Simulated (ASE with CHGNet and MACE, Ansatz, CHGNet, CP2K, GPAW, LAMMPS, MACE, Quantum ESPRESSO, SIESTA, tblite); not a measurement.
# Liquid 68SiO2-16Al2O3-8K2O-8MgO (mol %) at 2500 K (81 atoms) in machine-learned potentials

How do the settings of machine-learned potentials change the result for liquid 68SiO2-16Al2O3-8K2O-8MgO (mol %) at 2500 K (81 atoms)? A plane-wave run serves as the yardstick.

Main program and level: ASE with CHGNet and MACE; the method is named at each step.

## Step 1: Starting point

The cell holds 81 atoms: 17 Si, 8 Al, 4 K, 2 Mg and 50 O. Cell: a = 10.241 Å, b = 10.241 Å, c = 10.241 Å, α = 90.0°, β = 90.0°, γ = 90.0°. 81 atoms (17 Si, 8 Al, 4 K, 2 Mg, 50 O) placed at random at 2.46 g/cm³, melted at 4000 K for 10 ps at fixed volume with the Morse and Coulomb pair potential with partial charges (Pedone, Malavasi, Menziani, Cormack and Segre, J. Phys. Chem. B 110, 11780 (2006)). Snapshot at the end of a hold of 10 ps at 2500 K and zero pressure.

The yardstick, on the same geometry:

| Quantity | Value |
| --- | --- |
| method | Kohn-Sham DFT, PBE, PAW, plane waves (Ansatz 0.2.0); cutoff 420 eV, Γ point, fermi-dirac smearing of 0.05 eV; PAW set soft_2 |
| r.m.s. force component | 3.467 eV/Å |
| longest force | 19.37 eV/Å |
| pressure | 9.246 GPa |
| gap (highest filled to lowest empty level) | 1.589 eV |
| SCF cycles | 10 |
| time | 10 s on 8 threads of Arm Neoverse V2, shared host |
| CPU time | 49 s |

## Step 2: CHGNet 0.3.0 potential

Method: machine-learned interatomic potential CHGNet 0.3.0, trained on PBE(+U) plane-wave data.

The input, run.py:

```python
import numpy as np
from ase.io import read
import mlip  # loads the published weights by name

atoms = read("structure.xyz")
atoms.calc = mlip.calc("chgnet-0.3.0")
energy = atoms.get_potential_energy()
forces = atoms.get_forces()
print(f"energy {energy:.6f} eV")
print("forces (eV/A)")
for i, (a, f) in enumerate(zip(atoms, forces)):
    print(f"{i:4d} {a.symbol:2s} {f[0]:10.5f} {f[1]:10.5f} {f[2]:10.5f}")
stress = -atoms.get_stress(voigt=False) * 160.21766
print("stress (GPa, compression positive)")
for row in stress:
    print(" ".join(f"{x:10.4f}" for x in row))
```

The input, structure.xyz:

```xyz
81
Lattice="10.24123 0.00000 0.00000 0.00000 10.24123 0.00000 0.00000 0.00000 10.24123" Properties=species:S:1:pos:R:3 pbc="T T T"
Si 0.94322 8.94100 7.38393
Si 1.96724 6.29928 8.72481
Si 1.15623 2.60250 0.58559
Si 4.43189 1.50433 3.55504
Si 2.64961 7.95006 1.25332
Si 1.06673 3.45170 4.06956
Si 5.30946 9.40370 8.85744
Si 6.09794 3.49011 5.42109
Si 0.19182 0.46219 2.58786
Si 5.74144 9.51646 1.66563
Si 8.55921 2.12680 9.13497
Si 9.04188 4.65648 5.51797
Si 6.69735 6.50369 8.05688
Si 4.86663 5.97473 2.64039
Si 3.17150 3.77615 6.59310
Si 6.95195 0.83865 6.90484
Si 8.67811 7.69393 5.86054
Al 2.01425 0.05807 4.66775
Al 3.12296 1.43070 8.62445
Al 0.98603 0.20063 10.05924
Al 4.16388 3.28948 0.60362
Al 7.10700 4.60487 1.17057
Al 9.23063 4.98523 9.56326
Al 2.22993 5.12318 1.76006
Al 7.83823 9.86169 3.70671
K 8.42669 8.61861 9.58251
K 1.91859 6.77529 4.68301
K 9.64611 7.40011 2.44899
K 4.53451 8.20015 5.86382
Mg 9.91597 2.01097 6.08472
Mg 5.89065 3.29727 8.88980
O 0.73276 1.70455 2.11338
O 5.55689 7.71492 8.66234
O 6.40138 5.96398 2.14810
O 1.99847 9.28398 6.14044
O 8.73249 4.98328 0.90092
O 0.69292 10.15459 8.44666
O 6.00279 5.06961 8.23846
O 6.00597 3.47854 0.83067
O 1.13493 1.66942 5.06234
O 4.98215 0.46639 2.44151
O 6.39217 2.40700 6.73719
O 4.42278 6.21356 4.04559
O 2.77496 6.87043 10.13185
O 2.05337 3.86934 0.50008
O 3.17673 2.19193 7.24639
O 1.94204 9.03553 10.14455
O 7.29432 7.24823 6.72449
O 3.82848 9.91822 8.68630
O 9.35004 0.70408 3.40746
O 1.88244 6.92778 2.12843
O 3.50045 2.31442 2.47797
O 3.91512 5.00397 1.80061
O 5.47947 2.42011 4.38192
O 2.65535 5.05487 7.83485
O 9.64007 3.80718 6.74621
[... 21 atom lines left out ...]
O 8.26559 8.60161 4.74579
O 9.79492 8.84105 6.66356
O 1.29552 4.23495 2.77732
O 6.26128 10.09560 7.71103
```

On the command line:

```bash
OMP_NUM_THREADS=1 python run.py > output.txt
```

Log:

```text
CHGNet v0.3.0 initialized with 412,525 parameters
CHGNet will run on cpu
energy -597.420044 eV
forces (eV/A)
   0 Si    3.63994    0.03067   -0.37219
   1 Si    0.03480   -5.57200    4.97019
   2 Si   -3.86453    0.24455    3.63008
   3 Si   -2.87061   -0.90613   -0.70692
   4 Si   -0.65959    1.80010   -7.27558
   5 Si    5.65998   -4.18147    5.16737
   6 Si   -1.26628   -3.39184   -2.91744
   7 Si   -5.23095   -3.08879    4.10362
   8 Si    7.40939  -12.32833   -7.03655
   9 Si   -8.57660    2.30562   -1.47015
  10 Si    0.30971   -4.32217    4.73540
  11 Si   -1.86598   -1.63110    3.17599
  12 Si   -1.12066   -0.24295    2.53438
  13 Si    1.56263    2.21609   -1.73112
  14 Si  -13.21096   -4.09872    7.95724
  15 Si    3.52007    6.15870   -7.83513
  16 Si   -0.33448    0.95958    5.47818
  17 Al   -1.40343    1.34495    2.30208
  18 Al    1.04319   -4.17334    3.41910
  19 Al   -2.58781   -5.82229    2.31685
  20 Al   -0.23332   -0.07946    5.02523
  21 Al    1.82443    2.98862    1.09681
  22 Al   -2.07217    0.27687   -2.44640
  23 Al   -0.28445    2.78374   -2.14602
[...]
73 O     3.00896    2.28130   -0.86434
  74 O     1.28989   -0.55786    0.61228
  75 O    -3.75322    0.24358   -2.88945
  76 O     2.61974    1.38541   -0.71899
  77 O     0.17600   -1.00636   -4.40416
  78 O    -4.39551   -3.27771   -1.37093
  79 O    -0.50574    0.42206    0.25640
  80 O    -4.75298   -5.96070    5.05161
stress (GPa, compression positive)
   13.5475     1.1654    -1.6829
    1.1654     4.5748    -1.1344
   -1.6829    -1.1344     9.1631
```

Elapsed: 3.6 s, on 1 thread of Arm Neoverse V2, shared host; peak memory 1.1 GiB.

Banners, paths, timers and routine set-up lines are dropped from the logs unmarked, and long logs keep their key lines alone; longer cuts are marked.

Numbers from this run, and their distance from the reference:

* r.m.s. force component: 3.442 eV/Å
* r.m.s. difference of force components: 224.3 meV/Å
* longest difference of force vectors: 1000 meV/Å
* force difference over r.m.s. force: 6.469 %
* slope of forces against the reference's: 0.9907
* correlation of force components: 0.9979
* pressure: 9.095 GPa
* pressure difference: -0.1507 GPa

Length of the force difference by element (eV/Å):

```csv
element,atoms,mean,most
Al,8,0.44,0.70
K,4,0.17,0.45
Mg,2,0.31,0.35
O,50,0.29,0.68
Si,17,0.50,1
```

A closer look about Mg30, one of the 2 Mg atoms: 9 atoms, nearest first, numbered in the order of the input, with positions taken from that point.

```csv
atom,x,y,z,distance (Å),Fx,Fy,Fz (eV/Å)
Mg30,0.00,0.00,0.00,0.00,-1.19,0.05,1.33
O40,1.46,-0.34,-1.02,1.81,0.31,0.00,-2.97
O56,-0.28,1.80,0.66,1.93,-1.30,0.50,1.74
O76,-0.03,1.77,-1.58,2.37,-3.75,0.24,-2.89
O58,-1.76,-0.68,1.73,2.56,4.86,0.03,-2.73
Si6,1.39,1.44,-2.02,2.84,5.66,-4.18,5.17
Si12,-0.87,2.65,-0.57,2.84,-1.87,-1.63,3.18
O50,-0.57,-1.31,-2.68,3.03,-14.99,0.72,9.08
O62,2.50,1.84,-0.71,3.18,-3.29,1.07,-3.48
```

Atoms are counted from 1 here, from 0 in the log.

Forces lie 6.5 % from the reference's, at 0.074 times its CPU time (on 1 against 8 cores).

## Step 3: CHGNet r2SCAN potential

Method: machine-learned interatomic potential CHGNet r2SCAN, trained on r2SCAN plane-wave data.

Changes to run.py since step 2:

```diff
@@ -5,3 +5,3 @@
 atoms = read("structure.xyz")
-atoms.calc = mlip.calc("chgnet-0.3.0")
+atoms.calc = mlip.calc("chgnet-r2scan")
 energy = atoms.get_potential_energy()
```

structure.xyz is that of step 2.

Log:

```text
CHGNet vr2scan initialized with 412,525 parameters
CHGNet will run on cpu
energy -746.434631 eV
forces (eV/A)
   0 Si    3.14567    0.13188   -0.45177
   1 Si    0.16972   -5.12904    4.63468
   2 Si   -3.56823    0.30399    3.34343
   3 Si   -2.70440   -0.83966   -0.93509
   4 Si   -0.54435    1.16858   -6.32807
   5 Si    5.63573   -3.63261    4.50215
   6 Si   -1.34755   -3.19168   -2.84912
   7 Si   -4.50371   -3.11976    3.72066
   8 Si    7.42642  -11.90623   -6.93175
   9 Si   -8.46345    2.49393   -1.73361
  10 Si    0.25412   -4.18765    4.14652
  11 Si   -1.57855   -1.66291    3.47544
  12 Si   -1.11214   -0.24297    2.26165
  13 Si    1.17728    1.97295   -1.60031
  14 Si  -13.18192   -3.80156    7.40350
  15 Si    3.47410    6.09361   -7.44937
  16 Si   -0.25823    0.78289    5.33433
  17 Al   -1.09584    1.06960    1.96616
  18 Al    1.09197   -3.65426    3.04078
  19 Al   -2.22308   -5.31616    1.87765
  20 Al   -0.12419    0.01274    4.32863
  21 Al    1.47696    2.41586    0.83379
  22 Al   -1.78285    0.31705   -2.21840
  23 Al   -0.17829    2.57838   -1.97914
[...]
73 O     2.70508    1.82826   -0.61797
  74 O     1.03998   -0.49231    0.41978
  75 O    -3.42271    0.41137   -2.39943
  76 O     2.13979    1.19604   -0.62089
  77 O     0.04944   -0.64100   -3.86630
  78 O    -3.86884   -3.23489   -1.33930
  79 O    -0.45918    0.27576    0.55259
  80 O    -4.67201   -5.83651    5.07730
stress (GPa, compression positive)
    8.8508     1.0004    -1.9078
    1.0004     0.3145    -1.3348
   -1.9078    -1.3348     4.7509
```

Run time: 3.2 s. Hardware: 1 thread; peak memory 1.1 GiB.

Numbers from this run, and their distance from the reference:

```
r.m.s. force component                  : 3.257 eV/Å
r.m.s. difference of force components   : 375 meV/Å
longest difference of force vectors     : 1750 meV/Å
force difference over r.m.s. force      : 10.82 %
slope of forces against the reference's : 0.9353
correlation of force components         : 0.9957
pressure                                : 4.639 GPa
pressure difference                     : -4.607 GPa
```

Against the first run (6.5 %), the force difference from the reference is 11 %, at 0.90 times the CPU time; this potential was trained at another functional than the reference's.

## Step 4: MACE MP-0b3 medium potential

Method: machine-learned interatomic potential MACE MP-0b3 medium, trained on PBE(+U) plane-wave data.

Changes to run.py since step 3:

```diff
@@ -5,3 +5,3 @@
 atoms = read("structure.xyz")
-atoms.calc = mlip.calc("chgnet-r2scan")
+atoms.calc = mlip.calc("mace-mp-0b3-medium")
 energy = atoms.get_potential_energy()
```

structure.xyz is that of step 3.

Log:

```text
energy -562.264075 eV
forces (eV/A)
   0 Si    3.85695   -0.26281   -0.62442
   1 Si    0.08895   -5.48985    4.67622
   2 Si   -3.72211    0.18973    3.59451
   3 Si   -2.99062   -0.83618   -0.94969
   4 Si   -0.38835    1.87391   -7.41136
   5 Si    5.90926   -4.70884    4.97245
   6 Si   -1.26959   -3.19368   -2.95354
   7 Si   -5.49119   -3.04947    4.12268
   8 Si    7.45515  -12.01438   -7.13286
   9 Si   -8.74691    2.70052   -1.67053
  10 Si    0.66328   -4.38502    4.98021
  11 Si   -2.01518   -1.35690    3.37976
  12 Si   -1.04684   -0.25099    2.30311
  13 Si    1.42687    2.09542   -1.80148
  14 Si  -12.60529   -4.00690    8.01964
  15 Si    3.14993    6.09684   -7.86384
  16 Si   -0.26003    0.51315    5.52373
  17 Al   -1.16801    1.43856    2.51921
  18 Al    1.22025   -4.23775    3.75701
  19 Al   -2.61192   -5.43416    2.65841
  20 Al   -0.08716   -0.12772    5.28339
  21 Al    1.71802    3.06905    0.90779
  22 Al   -2.09792   -0.04670   -2.60776
  23 Al   -0.52863    2.99539   -2.26094
[...]
73 O     2.87267    1.96858   -0.91908
  74 O     1.15529   -0.65685    0.47054
  75 O    -3.48407    0.30968   -2.86522
  76 O     2.52507    1.35427   -0.54030
  77 O     0.19584   -0.81089   -4.34037
  78 O    -4.32976   -3.16260   -1.26817
  79 O    -0.79567    0.75976    0.24075
  80 O    -4.55324   -5.85163    4.89221
stress (GPa, compression positive)
   13.7594     0.9823    -1.6199
    0.9823     4.5020    -1.2163
   -1.6199    -1.2163     9.5687
```

Run time: 7.1 s. Hardware: 1 thread; peak memory 1.1 GiB.

Numbers from this run, and their distance from the reference:

- r.m.s. force component: 3.425 eV/Å
- r.m.s. difference of force components: 179.7 meV/Å
- longest difference of force vectors: 1048 meV/Å
- force difference over r.m.s. force: 5.182 %
- slope of forces against the reference's: 0.9865
- correlation of force components: 0.9987
- pressure: 9.277 GPa
- pressure difference: 0.0309 GPa

Against the first run (6.5 %), the force difference from the reference is 5.2 %, at 2.0 times the CPU time.

## Step 5: All runs compared

Differences are against the plane-wave reference, forces as r.m.s. over components; share is that over the reference's r.m.s. force, slope the least-squares factor from reference forces to these. Total energies of different programs have different zeros and aren't compared.

```csv
run,"Δ force, r.m.s. (meV/Å)",share (%),slope,Δ pressure (GPa),cores,CPU time,memory (GiB)
reference,-,-,-,-,8,49 s,1.3
CHGNet 0.3.0 potential,224,6.47,0.991,-0.151,1,3.6 s,1.1
CHGNet r2SCAN potential,375,10.8,0.935,-4.61,1,3.2 s,1.1
MACE MP-0b3 medium potential,180,5.18,0.987,0.0309,1,7.1 s,1.1
```

Times of the machine-learned potentials are mostly Python's start and the loading of weights.

CPU time is summed over cores on a shared host, where runs went side by side, so it is rough. Symmetry, cutoffs, thresholds, outputs and thread counts weren't matched or tuned between programs; memory under MPI is the largest rank's times the ranks.

## Step 6: What came out

* nearest in forces: MACE MP-0b3 medium potential, 5.2 %
* its CPU time: 7.1 s

In words: Machine-learned potentials differ by 5.2 % (MACE MP-0b3 medium potential) to 11 % (CHGNet r2SCAN potential); they were trained on other programs' data, some at another functional. The frame stands for 2500 K, but pressures are static and levels are smeared at 580 K. Machine-learned potentials mimic data converged in k, so the reference's own k-point error enters their differences. The network of bonds at the start is that of the classical potential that made the cell, and needn't be the one that DFT or experiment would give. The reference's stress is far from hydrostatic: its diagonal is 13.6, 4.6, 9.5 GPa, compression counted positive. The electronic-structure runs sample only Γ, in a cell whose shortest periodic width is 10 Å.

[Also dropped from logs without a mark: logging warnings of Python, and SIESTA's first energy breakdown and zero terms.]

[Logs are printed without paths, hosts, clocks, repeated set-up lines and the standing remarks that a program may print on its own settings, such as how far it seeks lower states.]

[Hosts, paths, dates, database ids (printed as entryN), source tags and the programs' standing remarks are cut or masked in the printed files.]
